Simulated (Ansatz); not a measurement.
## What Hg2C (model cell, started as antifluorite) distorts into

Which phase does Hg2C (model cell, started as antifluorite) fall into along its unstable mode, and how much energy does it gain?

Method: DFT PBE, scalar-relativistic, plane waves, PAW, in Ansatz 0.2.0.

Report form: the programs' logs are mostly left out.

The structure was built from a prototype and need not be the compound's stable phase.

## (1) Starting point

It takes space group Fm-3m (No. 225, cubic). The conventional cell has a = 6.064 Å, b = 6.064 Å, c = 6.064 Å, α = 90.00°, β = 90.00°, γ = 90.00°. Nearest to C lie 8 Hg at 2.63 Å. Nearest to Hg lie 4 C at 2.63 Å. Farther neighbours are not listed.

## (2) Phonons on a q mesh

The cell comes from relaxations at this level that are not shown. Stability and thermal properties need the whole zone. Linear response on a 4×4×4 q mesh gives force constants as far as a supercell of that size would.

The input, input.yaml:

```yaml
crystal:
  lattice:
    - [0.0, 3.0318533739, 3.0318533739]
    - [3.0318533739, 0.0, 3.0318533739]
    - [3.0318533739, 3.0318533739, 0.0]
  atoms:
    - { symbol: C, position: [0.0, 0.0, 0.0] }
    - { symbol: Hg, position: [0.25, 0.25, 0.25] }
    - { symbol: Hg, position: [0.75, 0.75, 0.75] }
kpoints:
  mp_grid: { grid: [12, 12, 12] }
hamiltonian:
  xc: pbe
scf:
  occupations: { method: methfessel_paxton, width: 0.2 }
output:
  eigenvalues: true
phonons:
  method: dfpt
  qmesh: [4, 4, 4]
  temperatures: { t_max: 1000, t_step: 50 }
  qpath:
    path:
      - [[0.0, 0.0, 0.0], [0.5, 0.0, 0.5], [0.625, 0.25, 0.625]]
      - [[0.375, 0.375, 0.75], [0.0, 0.0, 0.0], [0.5, 0.5, 0.5], [0.5, 0.25, 0.75], [0.5, 0.0, 0.5]]
    npoints: 10
```

On the command line:

```sh
> ansatz run input.yaml --threads 4 --pin off --max-ram 7168MiB --backend cpu --events-out ev --progress --plain --runs-dir out
```

It took 8.2 min on 4 threads of Arm Neoverse V2, shared host; peak memory 4.8 GiB; 32 min of CPU time.

This step gave:

* volume per atom: 18.58 Å³
* gap on the k-mesh: 0 eV
* sum-rule residual before enforcement: 2.34e-5 eV/Å²
* lowest frequency on the path: -245.9 cm⁻¹
* point group: m-3m
* highest frequency on the path or at a solved wavevector: 243.3 cm⁻¹
* highest optical mode at the zone centre (no LO-TO term): 86.43 cm⁻¹
* lowest optical zone-centre mode: -245.8 cm⁻¹
* lowest mode on the q mesh (acoustic modes at Γ apart): -245.8 cm⁻¹

Frequencies (cm⁻¹) solved at each irreducible wavevector; negative means imaginary. Frequencies by wavevector, by row:

| q in reciprocal lattice units | star | mode 1 | mode 2 | mode 3 | mode 4 | mode 5 | mode 6 | mode 7 | mode 8 | mode 9 |
| --- | --- | --- | --- | --- | --- | --- | --- | --- | --- | --- |
| 0 0 0 | 1 | -245.8 | -245.8 | -245.8 | 0 | 0 | 0 | 86.4 | 86.4 | 86.4 |
| 0 0 0.25 | 8 | -191.2 | -191.2 | 29.7 | 29.7 | 44.6 | 79 | 79 | 79.4 | 121.9 |
| 0 0 -0.5 | 4 | -214.5 | -214.5 | 42.5 | 52.2 | 52.2 | 63.4 | 63.4 | 85.3 | 173.1 |
| 0 0.25 0.25 | 6 | -130.8 | -130.8 | 12.3 | 12.3 | 54 | 77.8 | 87.5 | 87.5 | 157.2 |
| 0 0.25 -0.5 | 24 | -75.6 | -33.3 | 24.5 | 26.8 | 76.9 | 86.7 | 98.7 | 160.8 | 208.9 |
| 0 0.25 -0.25 | 12 | -63.3 | -33.3 | 50.5 | 58.5 | 59.9 | 73.6 | 90.5 | 163.8 | 172 |
| 0 -0.5 -0.5 | 3 | -52.4 | -35.5 | -35.5 | -20.9 | -20.9 | 108.7 | 108.7 | 114.2 | 238.6 |
| 0.25 -0.5 -0.25 | 6 | -54.2 | -19.7 | 57 | 57 | 87.1 | 104.4 | 192.9 | 212.5 | 212.5 |

Interpolated from a 4×4×4 q mesh. The phonon branches at the labelled points (cm⁻¹):

| point | branch 1 | branch 2 | branch 3 | branch 4 | branch 5 | branch 6 | branch 7 | branch 8 | branch 9 |
| --- | --- | --- | --- | --- | --- | --- | --- | --- | --- |
| Γ | -246 | -246 | -246 | 0 | 0 | 0 | 86 | 86 | 86 |
| halfway | -131 | -131 | 12 | 12 | 54 | 78 | 88 | 88 | 157 |
| X | -52 | -36 | -36 | -21 | -21 | 109 | 109 | 114 | 239 |
| halfway | -53 | -16 | -10 | 21 | 67 | 111 | 111 | 135 | 242 |
| U | -50 | 14 | 28 | 49 | 79 | 106 | 114 | 189 | 241 |
| jump to K | -50 | 14 | 28 | 49 | 79 | 106 | 114 | 189 | 241 |
| halfway | -142 | -59 | 46 | 52 | 63 | 69 | 70 | 82 | 129 |
| Γ | -246 | -246 | -246 | 0 | 0 | 0 | 86 | 86 | 86 |
| halfway | -191 | -191 | 30 | 30 | 45 | 79 | 79 | 79 | 122 |
| L | -214 | -214 | 42 | 52 | 52 | 63 | 63 | 85 | 173 |
| halfway | -59 | -29 | 24 | 55 | 60 | 86 | 96 | 138 | 203 |
| W | -54 | -20 | 57 | 57 | 87 | 104 | 193 | 212 | 212 |
| halfway | -53 | -20 | 25 | 65 | 75 | 110 | 136 | 148 | 242 |
| X | -52 | -36 | -36 | -21 | -21 | 109 | 109 | 114 | 239 |

Symmetry leaves 8 wavevectors to solve. The lowest mode among them, the acoustic zeros apart, lies at Γ and is imaginary, 245.8i cm⁻¹, so the energy falls along it.

## (3) The mode frozen in, largest atomic shift 0 Å

The mode followed lies at Γ with frequency 245.9i cm⁻¹ and is 3-fold degenerate, the softest among the wavevectors solved. At small amplitude the distorted cell has space group no. 44 by a symmetry search on the positions. The undistorted cell that holds it gives the zero of energy on the same k mesh.

input.yaml, the sections that differ from step 2:

```yaml
output:
  forces: true
  stress: true
  eigenvalues: true
# crystal, kpoints, hamiltonian, scf: as in step 2
# phonons: removed
```

Wall time 1 s (4 threads); peak memory 0.38 GiB; 3.7 s of CPU time.

Numbers from this step:

- pressure: -2.48e-4 GPa
- energy from the undistorted cell: 0 meV/atom

The run ends at a pressure of 0.00 GPa.

## (4) The mode frozen in, largest atomic shift 0.45 Å

The atoms are moved along the unstable eigenvector, the largest shift by 0.45 Å, with the cell fixed.

input.yaml, the sections that differ from step 3:

```yaml
crystal:
  lattice:
    - [0.0, 3.0318533739, 3.0318533739]
    - [3.0318533739, 0.0, 3.0318533739]
    - [3.0318533739, 3.0318533739, 0.0]
  atoms:
    - { symbol: C, position: [0.1049516623, 0.0, 0.0] }
    - { symbol: Hg, position: [0.2468578647, 0.25, 0.25] }
    - { symbol: Hg, position: [0.7468578647, 0.75, 0.75] }
# kpoints, hamiltonian, scf, output: as in step 3
```

Run time: 6 s. Hardware: 4 threads; peak memory 0.63 GiB; 23 s of CPU time.

This step gave:

| Property | Result |
| --- | --- |
| pressure | 2.903 GPa |
| energy from the undistorted cell | -50.14 meV/atom |

The energy, extrapolated to zero smearing, is -50.14 meV/atom against the undistorted cell.

The run ends at a pressure of 2.90 GPa, with forces up to 0.57 eV/Å.

## (5) Energy along the mode, all amplitudes (two of the runs are shown above)

An imaginary frequency means negative curvature, so the energy should fall and then rise again as anharmonic terms take over.

Numbers from this step:

| Property | Result |
| --- | --- |
| depth at the lowest point sampled | 50.14 meV/atom |
| largest atomic shift at that point | 0.45 Å |

Energy from the parent against largest atomic shift:

| largest atomic shift (Å) | energy from the parent (meV/atom) |
| --- | --- |
| 0.000 | 0 |
| 0.040 | -0.723 |
| 0.080 | -2.85 |
| 0.140 | -8.39 |
| 0.220 | -19.1 |
| 0.320 | -34.9 |
| 0.450 | -50.1 |
| 0.600 | -42.0 |

Displacement at unit largest shift by atom:

| atom | x (Å) | y (Å) | z (Å) | size |
| --- | --- | --- | --- | --- |
| C1 | 0.000 | 0.707 | 0.707 | 1.000 |
| Hg2 | 0.000 | -0.021 | -0.021 | 0.030 |
| Hg3 | 0.000 | -0.021 | -0.021 | 0.030 |

The lowest of the steps tried is at 0.45 Å, 50.1 meV/atom below the parent; the bottom of the well need not coincide with a step.

## (6) Relaxing from the distorted cell

Starting from the lowest point found, all atoms and the cell are let go, so that strain and other modes of the same symmetry can join in.

input.yaml, as its differences from that of step 4:

```diff
@@ -19 +19,6 @@
   eigenvalues: true
+relax:
+  adjacent_minimum: "off"
+  f_tol: 0.002
+  max_steps: 120
+  cell: { stress_tol: 0.03 }
```

Wall time 2 min (4 threads); peak memory 0.7 GiB.

Step by step:

| step | energy less that of the first step (eV) | largest force component (eV/Å) | pressure (GPa) | volume (Å³) |
| --- | --- | --- | --- | --- |
| 1 | 0.0000 | 0.5638 | 2.90 | 55.74 |
| 2 | -0.1946 | 0.4182 | -0.71 | 59.41 |
| 3 | -0.3131 | 0.2561 | -1.47 | 60.84 |
| 4 | -0.3807 | 0.0421 | -1.11 | 60.49 |
| 5 | -0.3967 | 0.0842 | 0.00 | 59.15 |
| 6 | -0.3991 | 0.0296 | 0.18 | 58.83 |
| 7 | -0.3992 | 0.0041 | -0.05 | 58.95 |
| 8 | -0.3992 | 0.0006 | 0.01 | 58.91 |
| 9* | -0.4274 | 0.0064 | 0.67 | 58.91 |
| 10 | -0.4377 | 0.0052 | 0.48 | 59.10 |
| 11 | -0.4428 | 0.0049 | 0.03 | 59.52 |
| 12 | -0.4428 | 0.0002 | 0.00 | 59.55 |
| 13* | -0.4439 | 0.0007 | 0.00 | 59.55 |
| 14 | -0.4439 | 0.0006 | 0.00 | 59.55 |
| 15* | -0.4439 | 0.0006 | -0.01 | 59.55 |

Relaxation steps marked * repeat the geometry before them on a plane-wave basis chosen anew for their cell, so energy and pressure can jump there.

Forces are held to the 4 operations that the run works with; a distortion that breaks them can't arise in this run.

| cell as run | before | after | change |
| --- | --- | --- | --- |
| a (Å) | 4.288 | 5.283 | +23.2 % |
| b (Å) | 4.288 | 4.432 | +3.4 % |
| c (Å) | 4.288 | 4.432 | +3.4 % |
| α (°) | 60.00 | 49.53 | -17.5 % |
| β (°) | 60.00 | 53.42 | -11.0 % |
| γ (°) | 60.00 | 53.42 | -11.0 % |
| volume (Å³/atom) | 18.58 | 19.85 | +6.8 % |

The atoms that moved most (Å, as changes of fractional coordinates times the final cell):

| atom | dx | dy | dz | length |
| --- | --- | --- | --- | --- |
| C1 | 0.000 | 0.251 | 0.251 | 0.355 |
| Hg2 | 0.096 | -0.126 | -0.126 | 0.202 |
| Hg3 | -0.096 | -0.126 | -0.126 | 0.202 |

The relaxed structure:

```cif
data_structure
_symmetry_space_group_name_H-M 'P 1'
_symmetry_Int_Tables_number 1
_cell_length_a 5.2826
_cell_length_b 4.4320
_cell_length_c 4.4320
_cell_angle_alpha 49.525
_cell_angle_beta 53.419
_cell_angle_gamma 53.419
_cell_volume 59.55
loop_
_atom_site_label
_atom_site_type_symbol
_atom_site_fract_x
_atom_site_fract_y
_atom_site_fract_z
_atom_site_occupancy
C1 C 0.17224 0.00000 0.00000 1
Hg2 Hg 0.19736 0.26585 0.26585 1
Hg3 Hg 0.72907 0.73415 0.73415 1
```

Numbers from this step:

```
pressure        : -0.005138 GPa
volume per atom : 19.85 Å³
```

The distorted start has space group Imm2; the relaxation ends in Imm2.

## (7) The new phase in its own primitive cell

The relaxed structure is symmetrised, reduced to its primitive cell and relaxed tightly, as its phonons need.

input.yaml, the sections that differ from step 6:

```yaml
crystal:
  lattice:
    - [-1.8563757796, 3.0364248335, 2.6412963263]
    - [1.8563757796, -3.0364248335, 2.6412963263]
    - [1.8563757796, 3.0364248335, -2.6412963263]
  atoms:
    - { symbol: C, position: [0.8277622189, 0.8277622189, 0.0] }
    - { symbol: Hg, position: [0.8026397439, 0.5367851947, 0.2658545491] }
    - { symbol: Hg, position: [0.2709306456, 0.5367851947, 0.7341454509] }
kpoints:
  mp_grid: { grid: [14, 14, 14] }
relax:
  adjacent_minimum: "off"
  f_tol: 0.001
  max_steps: 60
  cell: { stress_tol: 0.01 }
# hamiltonian, scf, output: as in step 6
```

It took 74 s on 4 threads; peak memory 0.89 GiB; 4.9 min of CPU time.

Step by step:

| step | energy less that of the first step (eV) | largest force component (eV/Å) | pressure (GPa) | volume (Å³) |
| --- | --- | --- | --- | --- |
| 1 | 0.0000 | 0.0025 | 0.04 | 59.55 |
| 2 | 0.0000 | 0.0037 | -0.01 | 59.61 |
| 3 | 0.0000 | 0.0029 | -0.01 | 59.61 |
| 4 | 0.0000 | 0.0028 | 0.00 | 59.61 |
| 5 | 0.0000 | 0.0003 | 0.00 | 59.61 |
| 6* | -0.0001 | 0.0003 | 0.00 | 59.61 |

Relaxation steps marked * repeat the geometry before them on a plane-wave basis chosen anew for their cell, so energy and pressure can jump there.

The run keeps the 4 symmetry operations that it works with, so distortions that break them were not tested.

| conventional cell, symmetrised | before | after | change |
| --- | --- | --- | --- |
| a (Å) | 3.713 | 3.722 | +0.2 % |
| b (Å) | 6.073 | 6.077 | +0.1 % |
| c (Å) | 5.283 | 5.271 | -0.2 % |
| volume (Å³/atom) | 19.85 | 19.87 | +0.1 % |

The relaxed structure:

```xyz
3
Lattice="-1.8608 3.0384 2.6357 1.8608 -3.0384 2.6357 1.8608 3.0384 -2.6357" Properties=species:S:1:pos:R:3 pbc="T T T"
C     0.0000    0.0000    4.3636
Hg    0.0000    1.6169    2.8295
Hg    1.8608    1.4215    0.1938
```

This step gave:

* pressure: 0.001886 GPa
* volume per atom: 19.87 Å³

The largest force component left is 0.34 meV/Å and the pressure is 0.002 GPa, within the tolerances set. The cell now holds 19.87 Å³/atom.

## (8) Modes of the new phase, k-mesh 14×14×14

A relaxed structure may still be a saddle point, so its zone-centre modes are computed. No field response is asked, since the mesh shows no gap.

input.yaml, the sections that differ from step 7:

```yaml
crystal:
  lattice:
    - [-1.8608234612, 3.0384395743, 2.6357018223]
    - [1.8608234612, -3.0384395743, 2.6357018223]
    - [1.8608234612, 3.0384395743, -2.6357018223]
  atoms:
    - { symbol: C, position: [0.8277943031, 0.8277943031, 0.0] }
    - { symbol: Hg, position: [0.8028477145, 0.5367691526, 0.2660785619] }
    - { symbol: Hg, position: [0.2706905907, 0.5367691526, 0.7339214381] }
output:
  eigenvalues: true
phonons:
  method: dfpt
# kpoints, hamiltonian, scf: as in step 7
# relax: removed
```

It took 2.9 min on 4 threads; peak memory 2.8 GiB; 11 min of CPU time.

Numbers from this step:

| Quantity | Value |
| --- | --- |
| sum-rule residual before enforcement | 4.19e-5 eV/Å² |
| point group | mm2 |
| highest optical mode at the zone centre (no LO-TO term) | 363.3 cm⁻¹ |
| lowest optical zone-centre mode | -75.12 cm⁻¹ |

Patterns of degenerate modes are one choice out of their space. Modes at Γ, with each element's share of the kinetic energy (negative means imaginary):

| mode | frequency (cm⁻¹) | symmetry | C % | Hg % |
| --- | --- | --- | --- | --- |
| 1 | -75.1 | B1 | 97 | 3 |
| 2 | 0.0 | acoustic | 3 | 97 |
| 3 | 0.0 | acoustic | 3 | 97 |
| 4 | 0.0 | acoustic | 3 | 97 |
| 5 | 21.9 | A2 | 0 | 100 |
| 6 | 65.4 | B2 | 4 | 96 |
| 7 | 101.0 | A1 | 4 | 96 |
| 8 | 358.1 | B2 | 93 | 7 |
| 9 | 363.3 | A1 | 93 | 7 |

Displacements in mode 1 (-75.1 cm⁻¹), the largest set to 1:
```
C1   1.00  0.00  0.00
Hg2 -0.03  0.00  0.00
Hg3 -0.03  0.00  0.00
```

Displacements in mode 8 (358.1 cm⁻¹), the largest set to 1:
```
C1   0.00  1.00  0.00
Hg2  0.00 -0.03  0.03
Hg3  0.00 -0.03 -0.03
```

Before it was imposed, the acoustic sum rule was missed by 4.2e-5 eV/Å². Small misses are needed for a sound result but don't prove that mesh and cutoff are converged. The lowest optical mode is imaginary, 75.1i cm⁻¹, so the energy falls along it.

## (9) Summary of results

| Item | Value |
| --- | --- |
| unstable mode of the parent | q = (0, 0, 0), 246i cm⁻¹ |
| depth at the lowest point sampled | 50.1 meV/atom |
| largest atomic shift at that point | 0.45 Å |
| space group reached (within 0.01 Å) | Imm2 |
| energy gained over the parent (first relaxation, on the mesh of the frozen mode) | 198 meV/atom |
| volume per atom, phase reached | 19.9 Å³ |
| lowest optical zone-centre mode, phase reached | -75.1 cm⁻¹ |
| highest optical mode at the zone centre (no LO-TO term), phase reached | 363 cm⁻¹ |

**Reading.** Along this mode the structure falls into Imm2, 198 meV/atom below the parent. At the parent's cell the well is 50.14 meV/atom deep on the steps tried, with its lowest point at a shift of 0.45 Å. Relaxing atoms and cell changes the gain by +147.89 meV/atom against the lowest step (energies at zero smearing). Most of the total comes from this relaxation. The new phase still has an imaginary mode at the zone centre of its cell, so it is a saddle point on the way to a lower structure. Of the 3 patterns followed to their end from this parent, this one ends 32.8 meV/atom above the lowest, I4mm. Each path keeps the symmetry of its pattern, so a lower phase may lie along a pattern not tried. With no gap, or one that is small against the smearing, the frequencies hang on the k mesh and the smearing, most of all near Kohn anomalies. Spin-orbit coupling is left out, which can matter for the heavy elements here. The starting cell was built on a prototype and not taken from a measurement, so the phase need not exist.

[Logs are printed without paths, hosts, clocks, repeated set-up lines and the standing remarks that a program may print on its own settings, such as how far it seeks lower states.]

[Hosts, paths, dates, database ids (printed as entryN), source tags and the programs' standing remarks are cut or masked in the printed files.]
